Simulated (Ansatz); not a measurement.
An input for Ansatz 0.2.0 (LaBiS2O (P4/nmm)):

```yaml
crystal:
  lattice:
    - [4.0646, 0.0, 0.0]
    - [0.0, 4.0646, 0.0]
    - [0.0, 0.0, 13.8614]
  atoms:
    - { symbol: La, position: [0.5, 0.0, 0.589244592] }
    - { symbol: La, position: [0.0, 0.5, 0.410755408] }
    - { symbol: Bi, position: [0.0, 0.5, 0.8700583546] }
    - { symbol: Bi, position: [0.5, 0.0, 0.1299416454] }
    - { symbol: S, position: [0.5, 0.0, 0.8884344053] }
    - { symbol: S, position: [0.0, 0.5, 0.1115655947] }
    - { symbol: S, position: [0.0, 0.5, 0.6909732264] }
    - { symbol: S, position: [0.5, 0.0, 0.3090267736] }
    - { symbol: O, position: [0.0, 0.0, 0.5] }
    - { symbol: O, position: [0.5, 0.5, 0.5] }
kpoints:
  mp_grid: { grid: [6, 6, 2] }
hamiltonian:
  xc: r2scan
  pseudopotentials: { kind: paw, azcp: { folder: soft_1 } }
scf:
  occupations: { method: fixed }
dielectric: {}
```

```sh
ansatz run input.yaml --threads 24 --pin off --max-ram 82944MiB --backend cuda --events-out ev --progress --plain --runs-dir out --devices 1 --max-vram 78GiB
```

Estimate wall time and host memory on 1 × NVIDIA GB200 (shared by 2 runs) with 24 threads of Arm Neoverse V2, shared host.

It took 18 s; on shared hardware allow 9.1 s to 36 s. Peak host memory was 4.3 GiB.

[Paths, hosts, dates, memory and timing lines, banners, echoed tables and standing remarks are left out of the program output.]

[Logs are printed without paths, hosts, clocks, repeated set-up lines and the standing remarks that a program may print on its own settings, such as how far it seeks lower states.]

[Runs of the session that timed out or met a known fault of the program may be left out.]

[Cells called generated may have been cut or substituted from an entry of the Crystallography Open Database or the Materials Project.]

[Hosts, paths, dates, database ids (printed as entryN), source tags and the programs' standing remarks are cut or masked in the printed files.]
